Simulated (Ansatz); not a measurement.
# NaSnF3 (model cell, started as cubic perovskite with Sn in the octahedra): following an unstable mode, part 2 of 3

Aim: this structure of NaSnF3 (model cell, started as cubic perovskite with Sn in the octahedra) is to be tested for unstable modes, and one is followed downhill.

Ansatz 0.2.0; DFT LDA, scalar-relativistic, plane waves, PAW; PAW set soft_1.

So far, highest frequency on the path or at a solved wavevector (cm⁻¹): step 2 (response at finite wavevector) 395. Also lowest frequency on the path (cm⁻¹): step 2 -193.

The structure was built from a prototype and need not be the compound's stable phase.

**6. Relaxing from the distorted cell**

Starting from the lowest point found, all atoms and the cell are let go, so that strain and other modes of the same symmetry can join in.

input.yaml

```yaml
crystal:
  lattice:
    - [4.549909941, 0.0, 0.0]
    - [0.0, 4.549909941, 0.0]
    - [0.0, 0.0, 4.549909941]
  atoms:
    - { symbol: Na, position: [0.0, 0.0212026871, 0.0212026871] }
    - { symbol: Sn, position: [0.5, 0.5015707738, 0.5015707738] }
    - { symbol: F, position: [0.5, 0.4551687253, 0.0541905449] }
    - { symbol: F, position: [0.5, 0.0541905449, 0.4551687253] }
    - { symbol: F, position: [0.0, 0.4551687253, 0.4551687253] }
kpoints:
  mp_grid: { grid: [12, 12, 12] }
hamiltonian:
  xc: lda
  pseudopotentials: { kind: paw, azcp: { folder: soft_1 }, xc_functional: pbe }
scf:
  occupations: { method: fixed }
output:
  forces: true
  stress: true
  eigenvalues: true
relax:
  adjacent_minimum: "off"
  f_tol: 0.002
  max_steps: 120
  cell: { stress_tol: 0.03 }
```

Started as:

```sh
$ ansatz run input.yaml --threads 4 --pin off --max-ram 16384MiB --backend cpu --events-out ev --progress --plain --runs-dir out
```

Numbers of over 12 decimals in the logs are rounded to 6 here.

What it wrote:

```text
[...]
Crystal: 5 atoms, lattice volume = 94.191 Å³
Basis set: ecut = 420 eV, 1839 PW (Γ)
Bands: 27, of which v1, the nominal top of the filled ones, is band 22 counted from 1 (21 counted from 0)
Symmetry: 4 space group operations
[...]
k-points: 301 of 1728 (time reversal used)
[...]
SCF iter   1: F=—  HF=-9735.129352 eV  |F-HF|=—  |Δ(HF+E_count)|=         —  Δρ=1.43e-1  dr2=1.60e1  ethr=3.10e-3  ⟨swp⟩=4.6  Hψ=32704  notcnv=0  defer=849
[...]
SCF iter  11: F=-9729.976300 eV  HF=-9729.976300 eV  |F-HF|=1.90e-8  |Δ(HF+E_count)|=   1.52e-8  Δρ=6.63e-6  dr2=3.15e-8  ethr=2.27e-10  ⟨swp⟩=12.0  Hψ=39408  notcnv=0
SCF 1 converged in 11 iterations: F = -9729.976300 eV  dr2 = 3.15e-8
[...]
relax step   1: F+E_penalty+E_count = -9729.97630026 eV  Δ(F+E_penalty+E_count) = +0.000e0 eV  max|allowed force component| = 5.038e-1 eV/Å  Δτ_max = 0.0000 Å  P = +0.417 GPa  Ω = 94.191 Å³  (11 SCF iters, dr2 threshold 1.00e-7 eV, accepted)
Crystal: 5 atoms, lattice volume = 94.716 Å³
Basis set: ecut = 420 eV, 1863 PW (Γ)
[...]
iter 1 solved again at ethr=5.16e-4 eV; its pass at ethr=3.10e-3 eV (dr2=2.27e-1 eV) is discarded
[...]
SCF iter   8: F=-9730.237679 eV  HF=-9730.237679 eV  |F-HF|=8.65e-9  |Δ(HF+E_count)|=   2.21e-7  Δρ=1.42e-5  dr2=1.57e-7  ethr=1.14e-9  ⟨swp⟩=6.0  Hψ=34148  notcnv=0
SCF 2 converged in 8 iterations: F = -9730.237679 eV  dr2 = 1.57e-7
relax step   2: F+E_penalty+E_count = -9730.23767925 eV  Δ(F+E_penalty+E_count) = -2.614e-1 eV  max|allowed force component| = 3.787e-1 eV/Å  Δτ_max = 0.1985 Å  P = -0.472 GPa  Ω = 94.716 Å³  energy of the carried Pulay correction = -1.098e-3 eV  (8 SCF iters, dr2 threshold 5.00e-7 eV, accepted)
Crystal: 5 atoms, lattice volume = 94.430 Å³
Basis set: ecut = 420 eV, 1867 PW (Γ)
[...]
SCF iter   8: F=-9730.408961 eV  HF=-9730.408961 eV  |F-HF|=1.51e-7  |Δ(HF+E_count)|=   1.17e-6  Δρ=9.16e-6  dr2=1.06e-7  ethr=1.14e-9  ⟨swp⟩=11.0  Hψ=43902  notcnv=0
SCF 3 converged in 8 iterations: F = -9730.408961 eV  dr2 = 1.06e-7
relax step   3: F+E_penalty+E_count = -9730.40896147 eV  Δ(F+E_penalty+E_count) = -1.713e-1 eV  max|allowed force component| = 2.889e-1 eV/Å  Δτ_max = 0.1950 Å  P = -0.254 GPa  Ω = 94.430 Å³  energy of the carried Pulay correction = -5.014e-4 eV  (8 SCF iters, dr2 threshold 5.00e-7 eV, accepted)
[... from here on, the SCF cycles and remarks between the steps are left out ...]
relax step   4: F+E_penalty+E_count = -9730.44654409 eV  Δ(F+E_penalty+E_count) = -3.758e-2 eV  max|allowed force component| = 2.510e-1 eV/Å  Δτ_max = 0.0546 Å  P = -0.334 GPa  Ω = 93.206 Å³  energy of the carried Pulay correction = +2.074e-3 eV  (7 SCF iters, dr2 threshold 5.00e-7 eV, accepted)
relax step   5: F+E_penalty+E_count = -9730.48308178 eV  Δ(F+E_penalty+E_count) = -3.654e-2 eV  max|allowed force component| = 2.156e-1 eV/Å  Δτ_max = 0.0964 Å  P = -0.973 GPa  Ω = 90.618 Å³  energy of the carried Pulay correction = +7.633e-3 eV  (8 SCF iters, dr2 threshold 5.00e-7 eV, accepted)
relax step   6: F+E_penalty+E_count = -9730.54366581 eV  Δ(F+E_penalty+E_count) = -6.058e-2 eV  max|allowed force component| = 1.416e-1 eV/Å  Δτ_max = 0.0654 Å  P = +0.879 GPa  Ω = 84.491 Å³  energy of the carried Pulay correction = +2.143e-2 eV  (8 SCF iters, dr2 threshold 5.00e-7 eV, accepted)
relax step   7: F+E_penalty+E_count = -9730.57183357 eV  Δ(F+E_penalty+E_count) = -2.817e-2 eV  max|allowed force component| = 1.626e-1 eV/Å  Δτ_max = 0.0698 Å  P = +1.419 GPa  Ω = 81.010 Å³  energy of the carried Pulay correction = +2.971e-2 eV  (8 SCF iters, dr2 threshold 5.00e-7 eV, accepted)
relax step   8: F+E_penalty+E_count = -9730.58237045 eV  Δ(F+E_penalty+E_count) = -1.054e-2 eV  max|allowed force component| = 8.988e-2 eV/Å  Δτ_max = 0.0266 Å  P = +0.141 GPa  Ω = 81.904 Å³  energy of the carried Pulay correction = +2.755e-2 eV  (6 SCF iters, dr2 threshold 5.00e-7 eV, accepted)
relax step   9: F+E_penalty+E_count = -9730.58751548 eV  Δ(F+E_penalty+E_count) = -5.145e-3 eV  max|allowed force component| = 3.176e-2 eV/Å  Δτ_max = 0.0407 Å  P = -0.088 GPa  Ω = 81.504 Å³  energy of the carried Pulay correction = +2.851e-2 eV  (6 SCF iters, dr2 threshold 5.00e-7 eV, accepted)
relax step  10: F+E_penalty+E_count = -9730.58910339 eV  Δ(F+E_penalty+E_count) = -1.588e-3 eV  max|allowed force component| = 1.632e-2 eV/Å  Δτ_max = 0.0257 Å  P = -0.004 GPa  Ω = 81.266 Å³  energy of the carried Pulay correction = +2.909e-2 eV  (5 SCF iters, dr2 threshold 5.00e-7 eV, accepted)
relax step  11: F+E_penalty+E_count = -9730.58894117 eV  Δ(F+E_penalty+E_count) = +1.622e-4 eV  max|allowed force component| = 1.164e-2 eV/Å  Δτ_max = 0.0081 Å  P = -0.052 GPa  Ω = 81.540 Å³  energy of the carried Pulay correction = +2.843e-2 eV  (6 SCF iters, dr2 threshold 2.34e-7 eV, accepted)
relax step  12: F+E_penalty+E_count = -9730.58953449 eV  Δ(F+E_penalty+E_count) = -5.933e-4 eV  max|allowed force component| = 6.405e-3 eV/Å  Δτ_max = 0.0036 Å  P = +0.022 GPa  Ω = 81.323 Å³  energy of the carried Pulay correction = +2.895e-2 eV  (7 SCF iters, dr2 threshold 1.23e-8 eV, accepted)
relax step  13: F+E_penalty+E_count = -9730.58954608 eV  Δ(F+E_penalty+E_count) = -1.159e-5 eV  max|allowed force component| = 3.876e-3 eV/Å  Δτ_max = 0.0024 Å  P = +0.010 GPa  Ω = 81.324 Å³  energy of the carried Pulay correction = +2.895e-2 eV  (6 SCF iters, dr2 threshold 4.19e-9 eV, accepted)
relax step  14: F+E_penalty+E_count = -9730.58957786 eV  Δ(F+E_penalty+E_count) = -3.178e-5 eV  max|allowed force component| = 2.557e-3 eV/Å  Δτ_max = 0.0011 Å  P = -0.009 GPa  Ω = 81.311 Å³  energy of the carried Pulay correction = +2.898e-2 eV  (6 SCF iters, dr2 threshold 9.39e-10 eV, accepted)
relax step  15: F+E_penalty+E_count = -9730.58956740 eV  Δ(F+E_penalty+E_count) = +1.045e-5 eV  max|allowed force component| = 1.569e-4 eV/Å  Δτ_max = 0.0005 Å  P = +0.001 GPa  Ω = 81.316 Å³  energy of the carried Pulay correction = +2.897e-2 eV  (6 SCF iters, dr2 threshold 4.09e-10 eV, accepted)
relax step  16: F+E_penalty+E_count = -9730.61794515 eV  Δ(F+E_penalty+E_count) = -2.838e-2 eV  max|allowed force component| = 1.280e-3 eV/Å  Δτ_max = 0.0000 Å  P = +0.394 GPa  Ω = 81.316 Å³  stress off target by 1.52e0 GPa  SCF on the basis re-selected at this cell (its energy is not comparable with the rows above)  (8 SCF iters)
relax step  17: F+E_penalty+E_count = -9730.62708233 eV  Δ(F+E_penalty+E_count) = -9.137e-3 eV  max|allowed force component| = 3.100e-2 eV/Å  Δτ_max = 0.0221 Å  P = +0.250 GPa  Ω = 81.275 Å³  energy of the carried Pulay correction = -3.247e-5 eV  (6 SCF iters, dr2 threshold 5.00e-7 eV, accepted)
relax step  18: F+E_penalty+E_count = -9730.62555098 eV  Δ(F+E_penalty+E_count) = +1.531e-3 eV  max|allowed force component| = 7.512e-2 eV/Å  Δτ_max = 0.0152 Å  P = +0.105 GPa  Ω = 81.713 Å³  energy of the carried Pulay correction = -1.109e-3 eV  (5 SCF iters, dr2 threshold 5.00e-7 eV, rejected (line search))
relax step  19: F+E_penalty+E_count = -9730.62647911 eV  Δ(F+E_penalty+E_count) = +6.032e-4 eV  max|allowed force component| = 2.834e-2 eV/Å  Δτ_max = 0.0065 Å  P = +0.061 GPa  Ω = 81.760 Å³  energy of the carried Pulay correction = -1.202e-3 eV  (10 SCF iters, accepted)
relax step  20: F+E_penalty+E_count = -9730.62670951 eV  Δ(F+E_penalty+E_count) = -2.304e-4 eV  max|allowed force component| = 1.237e-2 eV/Å  Δτ_max = 0.0086 Å  P = +0.029 GPa  Ω = 81.857 Å³  energy of the carried Pulay correction = -1.463e-3 eV  (5 SCF iters, dr2 threshold 1.53e-7 eV, accepted)
relax step  21: F+E_penalty+E_count = -9730.62679034 eV  Δ(F+E_penalty+E_count) = -8.084e-5 eV  max|allowed force component| = 5.936e-3 eV/Å  Δτ_max = 0.0079 Å  P = +0.050 GPa  Ω = 81.865 Å³  energy of the carried Pulay correction = -1.479e-3 eV  (6 SCF iters, dr2 threshold 1.15e-8 eV, accepted)
relax step  22: F+E_penalty+E_count = -9730.62680937 eV  Δ(F+E_penalty+E_count) = -1.903e-5 eV  max|allowed force component| = 5.785e-3 eV/Å  Δτ_max = 0.0075 Å  P = -0.027 GPa  Ω = 81.873 Å³  energy of the carried Pulay correction = -1.500e-3 eV  (6 SCF iters, dr2 threshold 1.76e-8 eV, accepted)
relax step  23: F+E_penalty+E_count = -9730.62681109 eV  Δ(F+E_penalty+E_count) = -1.717e-6 eV  max|allowed force component| = 3.956e-4 eV/Å  Δτ_max = 0.0011 Å  P = -0.002 GPa  Ω = 81.874 Å³  energy of the carried Pulay correction = -1.504e-3 eV  (5 SCF iters, dr2 threshold 4.39e-9 eV, accepted)
relax step  24: F+E_penalty+E_count = -9730.62983437 eV  Δ(F+E_penalty+E_count) = -3.023e-3 eV  max|allowed force component| = 4.795e-4 eV/Å  Δτ_max = 0.0000 Å  P = +0.060 GPa  Ω = 81.874 Å³  stress off target by 2.02e-1 GPa  SCF on the basis re-selected at this cell (its energy is not comparable with the rows above)  (7 SCF iters)
relax step  25: F+E_penalty+E_count = -9730.62995426 eV  Δ(F+E_penalty+E_count) = -1.199e-4 eV  max|allowed force component| = 1.981e-3 eV/Å  Δτ_max = 0.0085 Å  P = +0.018 GPa  Ω = 81.929 Å³  energy of the carried Pulay correction = -1.539e-4 eV  (5 SCF iters, dr2 threshold 1.02e-7 eV, accepted)
relax step  26: F+E_penalty+E_count = -9730.62988277 eV  Δ(F+E_penalty+E_count) = +7.149e-5 eV  max|allowed force component| = 4.371e-4 eV/Å  Δτ_max = 0.0005 Å  P = +0.001 GPa  Ω = 81.961 Å³  energy of the carried Pulay correction = -2.310e-4 eV  (5 SCF iters, dr2 threshold 2.85e-9 eV, accepted)
[...]
SCF iter   5: F=-9730.630147 eV  HF=-9730.630147 eV  |F-HF|=3.64e-12  |Δ(HF+E_count)|=  3.46e-11  Δρ=9.13e-8  dr2=4.52e-12  ethr=1.00e-12  ⟨swp⟩=12.6  Hψ=50001  notcnv=0
SCF 27 converged in 5 iterations: F = -9730.630147 eV  dr2 = 4.52e-12
relax step  27: F+E_penalty+E_count = -9730.63014696 eV  Δ(F+E_penalty+E_count) = -2.642e-4 eV  max|allowed force component| = 4.740e-4 eV/Å  Δτ_max = 0.0000 Å  P = +0.003 GPa  Ω = 81.961 Å³  stress off target by 2.23e-2 GPa  SCF on the basis re-selected at this cell (its energy is not comparable with the rows above)  (5 SCF iters)
[...]
SCF converged after 5 iterations
Free energy (F): -9730.630147 eV
[...]
Internal energy: -9730.630147 eV  (E = F + TS)
E sigma→0 (E₀):  -9730.630147 eV
Fermi energy:    4.274543 eV
[...]
--- Forces (eV/Å), atoms counted from 1 ---
  atom   1  Na     0.00000000     0.00030751     0.00030751
  atom   2  Sn     0.00000000     0.00030738     0.00030738
  atom   3  F     -0.00000000    -0.00047428     0.00018642
  atom   4  F      0.00000000     0.00018642    -0.00047428
  atom   5  F     -0.00000000    -0.00032867    -0.00032867
  max |Σ_I F_I| component: 1.64e-6 eV/Å
--- Stress (GPa, compression-positive) ---
        0.009394      -0.000000       0.000000
       -0.000000      -0.000193      -0.022134
        0.000000      -0.022134      -0.000193
  P = ⅓ Tr σ = 0.0030 GPa (0.030 kbar)
--- Band table (eV; the first three rows and the last of 301) ---
  k-point 0: bands = [... 18 lower, 0.5487, 0.9069, 1.1043, 1.8023, 8.6606, 10.4491, 10.6169, 10.7636, ... 1 higher]
  k-point 1: bands = [... 18 lower, 0.5504, 0.8982, 1.0604, 1.9550, 8.6228, 10.2509, 10.7557, 10.8142, ... 1 higher]
  k-point 2: bands = [... 18 lower, 0.5555, 0.8739, 1.0232, 2.3014, 8.4793, 10.0884, 10.7335, 11.0236, ... 1 higher]
  k-point 300: bands = [... 18 lower, 0.7170, 0.9560, 1.1989, 4.1303, 7.9026, 8.5699, 10.6348, 10.9801, ... 1 higher]
--- Relaxed structure (24 steps of the walk, 23 accepted, 3 SCFs on fresh bases) ---
  F+E_penalty+E_count = -9730.63014696 eV   max|allowed force component| = 4.740e-4 eV/Å   (the final SCF, on the basis selected at the relaxed cell)
  cell:  # Å, volume = 81.9607 Å³
    - [4.362216, 0, 0]
    - [0, 4.410686, -0.815714]
    - [0, -0.815714, 4.410686]
  atoms:
    - { symbol: Na, position: [0, 0.045796, 0.045796] }
    - { symbol: Sn, position: [0.5, 0.546664, 0.546664] }
    - { symbol: F, position: [0.5, 0.382031, 0.045461] }
    - { symbol: F, position: [0.5, 0.045461, 0.382031] }
    - { symbol: F, position: [0, 0.467349, 0.467349] }
```

Run time: 8.9 min. Hardware: 4 threads of Arm Neoverse V2, shared host; peak memory 0.97 GiB; 35 min of CPU time.

The steps of the relaxation (22 of 27):

```csv
step,energy less that of the first step (eV),largest force component (eV/Å),pressure (GPa),volume (Å³)
1,0.0000,0.5038,0.42,94.19
2,-0.2614,0.3787,-0.47,94.72
3,-0.4327,0.2889,-0.25,94.43
5,-0.5068,0.2156,-0.97,90.62
6,-0.5674,0.1416,0.88,84.49
7,-0.5955,0.1626,1.42,81.01
8,-0.6061,0.0899,0.14,81.90
10,-0.6128,0.0163,0.00,81.27
11,-0.6126,0.0116,-0.05,81.54
12,-0.6132,0.0064,0.02,81.32
13,-0.6132,0.0039,0.01,81.32
15,-0.6133,0.0002,0.00,81.32
16*,-0.6416,0.0013,0.39,81.32
17,-0.6508,0.0310,0.25,81.27
18,-0.6493,0.0751,0.11,81.71
20,-0.6504,0.0124,0.03,81.86
21,-0.6505,0.0059,0.05,81.87
22,-0.6505,0.0058,-0.03,81.87
23,-0.6505,0.0004,0.00,81.87
25,-0.6537,0.0020,0.02,81.93
26,-0.6536,0.0004,0.00,81.96
27*,-0.6538,0.0005,0.00,81.96
```

Relaxation steps marked * repeat the geometry before them on a plane-wave basis chosen anew for their cell, so energy and pressure can jump there. Other such steps can lie between the rows shown. Relaxation step 18 was tried and not accepted.

Forces are held to the 4 operations that the run works with; a distortion that breaks them can't arise in this run.

```csv
cell as run,before,after,change
a (Å),4.550,4.362,-4.1 %
b (Å),4.550,4.485,-1.4 %
c (Å),4.550,4.485,-1.4 %
α (°),90.00,110.96,+23.3 %
volume (Å³/atom),18.84,16.39,-13.0 %
```

The atoms that moved most (Å, as changes of fractional coordinates times the final cell):

```csv
atom,dx,dy,dz,length
F4,0.000,0.021,-0.315,0.316
F3,0.000,-0.315,0.021,0.316
Sn2,0.000,0.162,0.162,0.229
Na1,0.000,0.088,0.088,0.125
F5,0.000,0.044,0.044,0.062
```

This step gave:

| Quantity | Value |
| --- | --- |
| pressure | 0.003003 GPa |
| gap on the k-mesh | 3.047 eV |
| volume per atom | 16.39 Å³ |

The distorted start has space group Amm2; the relaxation ends in Amm2.

**7. The new phase in its own primitive cell**

The relaxed structure is symmetrised, reduced to its primitive cell and relaxed tightly, as its phonons need.

input.yaml, the sections that differ from step 6:

```yaml
crystal:
  lattice:
    - [4.3622164214, 0.0, 0.0]
    - [0.0, 3.6956231742, 2.5420294277]
    - [0.0, -3.6956231742, 2.5420294277]
  atoms:
    - { symbol: Na, position: [0.0, 0.0457959377, 0.0457959377] }
    - { symbol: Sn, position: [0.5, 0.5466638244, 0.5466638244] }
    - { symbol: F, position: [0.5, 0.382031125, 0.0454612845] }
    - { symbol: F, position: [0.5, 0.0454612845, 0.382031125] }
    - { symbol: F, position: [0.0, 0.4673492848, 0.4673492848] }
kpoints:
  mp_grid: { grid: [6, 6, 6] }
relax:
  adjacent_minimum: "off"
  f_tol: 0.001
  max_steps: 60
  cell: { stress_tol: 0.01 }
# hamiltonian, scf, output: as in step 6
```

What it wrote:

```text
[...]
Crystal: 5 atoms, lattice volume = 81.961 Å³
Basis set: ecut = 420 eV, 1619 PW (Γ)
Bands: 27, of which v1, the nominal top of the filled ones, is band 22 counted from 1 (21 counted from 0)
Symmetry: 4 space group operations
[...]
k-points: 52 of 216 (time reversal used)
[...]
cell:  # Å, volume = 81.9444 Å³
    - [4.363975, 0.0, 0.0]
    - [0.0, 3.697591, 2.539149]
    - [0.0, -3.697591, 2.539149]
  atoms:
    - { symbol: Na, position: [0.0, 0.045643, 0.045643] }
    - { symbol: Sn, position: [0.5, 0.546779, 0.546779] }
    - { symbol: F, position: [0.5, 0.381766, 0.045374] }
    - { symbol: F, position: [0.5, 0.045374, 0.381766] }
    - { symbol: F, position: [0.0, 0.467740, 0.467740] }
[key lines of the parts left out:]
SCF converged after 5 iterations
Free energy (F): -9730.630053 eV
Fermi energy:    4.275409 eV
P = ⅓ Tr σ = -0.0007 GPa (-0.007 kbar)
```

It took 16 s on 4 threads; peak memory 0.46 GiB.

Relaxation path:

```csv
step,energy less that of the first step (eV),largest force component (eV/Å),pressure (GPa),volume (Å³)
1,0.0000,0.0008,0.00,81.96
2,0.0000,0.0037,0.00,81.95
3,0.0000,0.0014,0.00,81.94
4,0.0000,0.0011,0.00,81.94
5,0.0000,0.0001,0.00,81.94
6*,0.0000,0.0001,0.00,81.94
```

Relaxation steps marked * repeat the geometry before them on a plane-wave basis chosen anew for their cell, so energy and pressure can jump there.

Forces are held to the 4 operations that the run works with; a distortion that breaks them can't arise in this run.

```csv
"conventional cell, symmetrised",before,after,change
a (Å),4.362,4.364,+0.0 %
b (Å),7.391,7.395,+0.1 %
c (Å),5.084,5.078,-0.1 %
volume (Å³/atom),16.39,16.39,-0.0 %
```

Final coordinates:

```xyz
5
Lattice="4.3640 0.0000 0.0000 0.0000 3.6976 2.5391 0.0000 -3.6976 2.5391" Properties=species:S:1:pos:R:3 pbc="T T T"
Na    0.0000    0.0000    0.2318
Sn    2.1820    0.0000    2.7767
F     2.1820    1.2438    1.0846
F     2.1820   -1.2438    1.0846
F     0.0000    0.0000    2.3753
```

This step gave:

```
pressure           : -6.84e-4 GPa
gap on the k-mesh  : 3.048 eV
direct gap on mesh : 3.464 eV
```

The largest force component left is 0.093 meV/Å and the pressure is -0.001 GPa, within the tolerances set. The cell now holds 16.39 Å³/atom.

[end of part 2 of 3]

[Logs are printed without paths, hosts, clocks, repeated set-up lines and the standing remarks that a program may print on its own settings, such as how far it seeks lower states.]

[Hosts, paths, dates, database ids (printed as entryN), source tags and the programs' standing remarks are cut or masked in the printed files.]
